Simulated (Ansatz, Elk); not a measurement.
# Bonding as seen by X-rays: Mn3PtC

Structure refinements treat a crystal as free atoms side by side. For a made-up structure of Mn3PtC (cell and positions from a PBE relaxation) the runs below show what the calculated density changes in F(hkl).

Calculated with Elk 11.2.3 (patched build); DFT, PBE, all-electron APW+lo, Dirac cores, scalar-relativistic bands, static density, ferromagnetic start.

The structure was built from a prototype and need not be the compound's stable phase.

## (1) The starting structure

Symmetry: Pm-3m, No. 221, cubic system. Conventional cell: a = 3.927 Å, b = 3.927 Å, c = 3.927 Å, α = 90.00°, β = 90.00°, γ = 90.00°. Nearest to Pt lie 12 Mn at 2.78 Å. Mn has 2 C at 1.96 Å and 8 Mn at 2.78 Å and 4 Pt at 2.78 Å nearest. Nearest to C lie 6 Mn at 1.96 Å. Farther neighbours are not listed.

## (2) Ground state and structure factors

An all-electron density is needed, since X-rays see the cores too. Task 0 finds the density and task 195 Fourier-transforms it; tshift is off so that phases refer to the origin typed.

elk.in

```
tasks
  0
  195
  196

xctype
  20

spinpol
  .true.

rgkmax
  7.0

gmaxvr
  14.0

lmaxo
  7

lmaxapw
  8

swidth
  0.002

tshift
  .false.

ramdisk
  .false.

hmaxvr
  5.5

maxscl
  120

epspot
  1e-06

reducebf
  0.8

sppath
  './'

avec
  7.42025274530 0.00000000000 -0.00000000000
  0.00000000000 7.42025274530 0.00000000000
  -0.00000000000 0.00000000000 7.42025274530

atoms
  3
  'Pt.in'
  1
  -0.0000000000 -0.0000000000 -0.0000000000   0.000000 0.000000 -0.020000
  'Mn.in'
  3
  0.5000000000 0.5000000000 -0.0000000000   0.000000 0.000000 -0.125000
  0.5000000000 -0.0000000000 0.5000000000   0.000000 0.000000 -0.125000
  0.0000000000 0.5000000000 0.5000000000   0.000000 0.000000 -0.125000
  'C.in'
  1
  0.5000000000 0.5000000000 0.5000000000   0.000000 0.000000 0.000000

ngridk
  5 5 5
```

Run with:

```bash
$ OMP_NUM_THREADS=4 elk
```

Numbers of over 12 decimals in the logs are rounded to 6 here.

The log of the run:

```text
┌─────────────────────────┐
│ Elk code version 11.2.3 │
└─────────────────────────┘

All units are atomic (Hartree, Bohr, etc.)

┌─────────────────────────────────────────────────┐
│ Ground-state run starting from atomic densities │
└─────────────────────────────────────────────────┘

Lattice vectors :
   7.420252745       0.000000000      -0.000000000
   0.000000000       7.420252745       0.000000000
  -0.000000000       0.000000000       7.420252745

Reciprocal lattice vectors :
  0.8467616297      -0.000000000       0.000000000
  -0.000000000      0.8467616297      -0.000000000
   0.000000000      -0.000000000      0.8467616297

Unit cell volume      :    408.5602352
Brillouin zone volume :   0.6071325403

Muffin-tin inner radius fraction :   0.1000000000E-01

Nuclei treated as point charges

Species : 1 (Pt)
 parameters loaded from : Pt.in
 name : platinum
 nuclear charge    :   -78.00000000
 electronic charge :    78.00000000
 atomic mass :    355605.4401
 muffin-tin radius :    2.800000000
 number of radial points in muffin-tin :   1393
 inner part over the whole radius :   0.9946791988E-02
 number on inner part of muffin-tin    :   1000
 approximate nuclear radius :   0.1029052813E-03
 number of mesh points to nuclear radius :    523
 atomic positions (lattice), magnetic fields (Cartesian) :
  1 :   0.00000000  0.00000000  0.00000000    0.00000000  0.00000000 -0.02000000

Species : 2 (Mn)
 parameters loaded from : Mn.in
 name : manganese
 nuclear charge    :   -25.00000000
 electronic charge :    25.00000000
 atomic mass :    100145.9370
 muffin-tin radius :    2.091500784
 number of radial points in muffin-tin :    993
 inner part over the whole radius :   0.9892742701E-02
 number on inner part of muffin-tin    :    697
 approximate nuclear radius :   0.7074591925E-04
 number of mesh points to nuclear radius :    333
 atomic positions (lattice), magnetic fields (Cartesian) :
  1 :   0.50000000  0.50000000  0.00000000    0.00000000  0.00000000 -0.12500000
  2 :   0.50000000  0.00000000  0.50000000    0.00000000  0.00000000 -0.12500000
  3 :   0.00000000  0.50000000  0.50000000    0.00000000  0.00000000 -0.12500000

Species : 3 (C)
 parameters loaded from : C.in
 name : carbon
 nuclear charge    :   -6.000000000
 electronic charge :    6.000000000
 atomic mass :    21894.16674
 muffin-tin radius :    1.568625588
 number of radial points in muffin-tin :    593
 inner part over the whole radius :   0.9861194219E-02
 number on inner part of muffin-tin    :    404
 approximate nuclear radius :   0.4747601631E-04
 number of mesh points to nuclear radius :    167
 atomic positions (lattice), magnetic fields (Cartesian) :
  1 :   0.50000000  0.50000000  0.50000000    0.00000000  0.00000000  0.00000000

Total number of atoms per unit cell :    5
Total muffin-tin volume :    223.0898061
 ratio of muffin-tin to unit cell volume :   0.5460389605

Spin treatment :
 spin-polarised
 global magnetic field (Cartesian) :    0.000000000       0.000000000       0.000000000
 collinear magnetisation in z-direction

Number of Bravais lattice symmetries :   48
Number of crystal symmetries         :   48
Crystal has inversion symmetry
Real symmetric eigensolver will be used

k-point grid :      5     5     5
k-point offset :    0.000000000       0.000000000       0.000000000
k-point set is reduced with full crystal symmetry group
Total number of k-points :       10

Muffin-tin radius times maximum |G+k| :    7.000000000
 using average radius
Maximum |G+k| for APW functions       :    3.288506931
Maximum (1/2)|G+k|²                   :    5.407138917
Maximum |G| for potential and density :    14.00000000
Constant for pseudocharge density :   10
 order of it for each species :   17  17  17
 order of it for pair densities of each species (exact exchange by exxq0 0: 18) :   16   9   4
Radial integration step length :    1

G-vector grid sizes :     35    35    35
Number of G-vectors :    18949

Maximum angular momentum used for
[...]
Absolute change in total energy (target)   :    4.111618168     (  0.1000000000E-03)

[... loops 3 to 32 left out ...]

┌──────────────────┐
│ Loop number : 33 │
└──────────────────┘

Energies :
 Fermi                       :     0.354490
 sum of occupied eigenvalues :     -13365.666802924
 electron kinetic            :      24667.225787337
 core electron kinetic       :      23480.303760620
 Coulomb                     :     -46108.302691058
 Coulomb potential           :     -37354.625107354
 nuclear-nuclear             :     -2191.3742996899
 electron-nuclear            :     -50534.517624270
 Hartree                     :      6617.5892329019
 Madelung                    :     -27430.990137381
 xc potential                :     -677.82233882927
 xc effective B-field        :    -0.445141
 external B-field            :      0.000000
 exchange                    :     -511.25763723364
 correlation                 :     -8.444786
 electron entropic           :    -0.89428204274883E-03
 total energy                :     -21960.780221190
 (external B-field energy excluded from total)

Density of states at Fermi energy :    62.91210535
 (states/Hartree/unit cell)

Estimated indirect band gap :   0.7448417701E-02
 from k-point 9 to k-point 4
Estimated direct band gap   :   0.1072454594E-01
 at k-point 9

Charges :
 core                        :    80.00000000
 valence                     :    79.00000000
 interstitial                :    7.208507620
 muffin-tins (core leakage)
  species : 1 (Pt)
[...]
species : 2 (Mn)
[...]
species : 3 (C)
[...]
total in muffin-tins        :    151.7914924
 total calculated charge     :    158.9986360
 total charge                :    159.0000000
 error                       :   0.1363967190E-02

Moments :
 interstitial                :   0.2543877386
 muffin-tins
  species : 1 (Pt)
[...]
species : 2 (Mn)
[...]
species : 3 (C)
[...]
total in muffin-tins        :    8.007149288
 total moment                :    8.261537027

RMS change in Kohn-Sham potential (target) :   0.2503604433E-06 (  0.1000000000E-05)
Absolute change in total energy (target)   :   0.2344878885E-04 (  0.1000000000E-03)

Convergence targets achieved

┌──────────────────┐
│ Loop number : 34 │
└──────────────────┘

Energies :
 Fermi                       :     0.354490
 sum of occupied eigenvalues :     -13365.666787650
 electron kinetic            :      24667.225799987
 core electron kinetic       :      23480.303771858
 Coulomb                     :     -46108.302688015
 Coulomb potential           :     -37354.625095450
 nuclear-nuclear             :     -2191.3742996899
 electron-nuclear            :     -50534.517629625
 Hartree                     :      6617.5892412990
 Madelung                    :     -27430.990140291
 xc potential                :     -677.82234724108
 xc effective B-field        :    -0.445143
 external B-field            :      0.000000
 exchange                    :     -511.25763834177
 correlation                 :     -8.444786
 electron entropic           :    -0.89427462956207E-03
 total energy                :     -21960.780206467
 (external B-field energy excluded from total)

Density of states at Fermi energy :    62.91197371
 (states/Hartree/unit cell)

Estimated indirect band gap :   0.7448396865E-02
 from k-point 9 to k-point 4
Estimated direct band gap   :   0.1072515352E-01
 at k-point 9

Charges :
 core                        :    80.00000000
 valence                     :    79.00000000
 interstitial                :    7.208507490
 muffin-tins (core leakage)
  species : 1 (Pt)
[...]
species : 2 (Mn)
[...]
atom 2                    :    23.17195413     ( -0.2166364741E-06)
   atom 3                    :    23.17195413     ( -0.2166364741E-06)
  species : 3 (C)
   atom 1                    :    4.698899827     (  0.2786017056E-04)
 total in muffin-tins        :    151.7914925
 total calculated charge     :    158.9986360
 total charge                :    159.0000000
 error                       :   0.1363966823E-02

Moments :
 interstitial                :   0.2543843885
 muffin-tins
  species : 1 (Pt)
[...]
species : 2 (Mn)
[...]
atom 2                    :    2.644738652
   atom 3                    :    2.644738652
  species : 3 (C)
   atom 1                    :  -0.2076667084
 total in muffin-tins        :    8.007171306
 total moment                :    8.261555695

┌──────────────────────────────┐
│ Self-consistent loop stopped │
└──────────────────────────────┘

Warning : core states of species 1 leak from the muffin-tin :   0.1602907524E-03

Wrote STATE.OUT
```

Run time: 7 min. Hardware: 4 threads of Intel Xeon Platinum 8259CL at 2.50GHz (Skylake/Cascade Lake), shared host; peak memory 0.63 GiB.

SFACRHO.OUT:

```text

h k l indices transformed by vhmat matrix:
   1.000000000       0.000000000       0.000000000    
   0.000000000       1.000000000       0.000000000    
   0.000000000       0.000000000       1.000000000    

      h      k      l  multipl.   |H|            Re(F)            Im(F)           |F|

      0      0      0      1   0.0000000       159.00000     -0.36231442E-16   159.00000    
     -1      0      0      6  0.84676163       45.371588     -0.53227439E-14   45.371588    
      1     -1      0     12   1.1975018       52.135546     -0.12374190E-14   52.135546    
     -1     -1     -1      8   1.4666342       115.56365      0.12285525E-13   115.56365    
      0      0     -2      6   1.6935233       115.99224      0.91860019E-14   115.99224    
     -1     -2      0     24   1.8934166       40.674441     -0.48198192E-14   40.674441    
      1     -2      1     24   2.0741339       44.668383     -0.76309239E-14   44.668383    
      0      2     -2     12   2.3950036       98.658893      0.17752045E-14   98.658893    
      0     -3      0      6   2.5402849       37.660433     -0.10739603E-13   37.660433    
     -1      2     -2     24   2.5402849       37.586950     -0.20330667E-14   37.586950    
      3      1      0     24   2.6776954       40.715266     -0.10093820E-14   40.715266    
      1     -3      1     24   2.8083906       86.223238      0.27707868E-14   86.223238    
     -2      2      2      8   2.9332683       87.557604     -0.64353449E-14   87.557604    
     -3      2      0     24   3.0530425       35.100077     -0.87961817E-14   35.100077    
     -3      1      2     48   3.1682919       37.949337      0.53581521E-14   37.949337    
      0     -4      0      6   3.3870465       79.586214      0.11293962E-13   79.586214    
      2     -2     -3     24   3.4912876       33.025672     -0.94663127E-14   33.025672    
      4     -1      0     24   3.4912876       32.991145     -0.19058471E-14   32.991145
```

Elk indexes on the primitive cell of elk.in and gives |H| = 4π sin θ/λ in inverse bohr. Below, one row stands for each form hkl of the conventional cell (m members, Friedel mates merged), F is for one primitive cell and the density is static (no thermal factor). Free-atom factors are Waasmaier and Kirfel's, and R is Σm||F|−|F'||/Σm|F|. Elk warned that it couldn't find a linearisation energy, which lowers the accuracy of some states in this run and its variants.

```tsv
hkl	m	sin θ/λ (Å⁻¹)	abs F, DFT	neutral atoms	diff.
100	6	0.127	45.372	45.857	-0.485
110	12	0.180	52.136	52.043	+0.092
111	8	0.221	115.564	116.333	-0.769
200	6	0.255	115.992	116.524	-0.532
210	24	0.285	40.674	40.829	-0.155
211	24	0.312	44.668	44.722	-0.053
220	12	0.360	98.659	98.783	-0.124
300	6	0.382	37.660	37.529	+0.132
221	24	0.382	37.587	37.529	+0.058
310	24	0.403	40.715	40.715	+0.000
311	24	0.422	86.223	86.160	+0.063
222	8	0.441	87.558	87.455	+0.103
320	24	0.459	35.100	35.013	+0.087
321	48	0.476	37.949	37.928	+0.022
400	6	0.509	79.586	79.469	+0.117
322	24	0.525	33.026	32.989	+0.036
410	24	0.525	32.991	32.989	+0.002
411	24	0.540	35.860	35.772	+0.088
```

## (3) The magnetisation density

The same run holds the spin density, and task 196 transforms it. The order is that of the start, and no other was tried.

SFACMAG_1.OUT:

```text

h k l indices transformed by vhmat matrix:
   1.000000000       0.000000000       0.000000000    
   0.000000000       1.000000000       0.000000000    
   0.000000000       0.000000000       1.000000000    

      h      k      l  multipl.   |H|            Re(F)            Im(F)           |F|

      0      0      0      1   0.0000000       8.2615561     -0.12279065E-17   8.2615561    
     -1      0      0      6  0.84676163      -1.7857295     -0.50480004E-15   1.7857295    
      1     -1      0     12   1.1975018      -2.0626253     -0.98007513E-16   2.0626253    
     -1     -1     -1      8   1.4666342       5.4876696      0.11940143E-14   5.4876696    
      0      0     -2      6   1.6935233       4.4867496      0.68722090E-15   4.4867496    
     -1     -2      0     24   1.8934166      -1.0899697     -0.28083098E-15   1.0899697    
      1     -2      1     24   2.0741339     -0.93702463     -0.54682652E-15  0.93702463    
      0      2     -2     12   2.3950036       2.4739524      0.86117676E-16   2.4739524    
      0     -3      0      6   2.5402849     -0.52924783     -0.52003840E-15  0.52924783    
     -1      2     -2     24   2.5402849     -0.83326295     -0.10721781E-15  0.83326295    
      3      1      0     24   2.6776954     -0.82071743      0.60037345E-16  0.82071743    
      1     -3      1     24   2.8083906       1.7656146      0.98379345E-16   1.7656146    
     -2      2      2      8   2.9332683       1.4976016     -0.25251715E-15   1.4976016    
     -3      2      0     24   3.0530425     -0.31630574     -0.35342099E-15  0.31630574    
     -3      1      2     48   3.1682919     -0.42820330      0.24520853E-15  0.42820330    
      0     -4      0      6   3.3870465       1.0242018      0.29084387E-15   1.0242018
```

The total moment is 8.26 μB a cell; sphere moments: Pt1 +0.28, Mn2 +2.64, Mn3 +2.64, Mn4 +2.64, C5 -0.21 μB. Polarised neutrons measure spin and orbital magnetisation together; without spin-orbit coupling the run gives the spin part:

```tsv
hkl	sin θ/λ (Å⁻¹)	abs F_M (μB)
100	0.127	1.786
110	0.180	2.063
111	0.221	5.488
200	0.255	4.487
210	0.285	1.090
211	0.312	0.937
220	0.360	2.474
300	0.382	0.529
221	0.382	0.833
310	0.403	0.821
311	0.422	1.766
222	0.441	1.498
320	0.459	0.316
321	0.476	0.428
```

(Part 1 of 2 ends here.)

[Logs are printed without paths, hosts, clocks, repeated set-up lines and the standing remarks that a program may print on its own settings, such as how far it seeks lower states.]

[Hosts, paths, dates, database ids (printed as entryN), source tags and the programs' standing remarks are cut or masked in the printed files.]
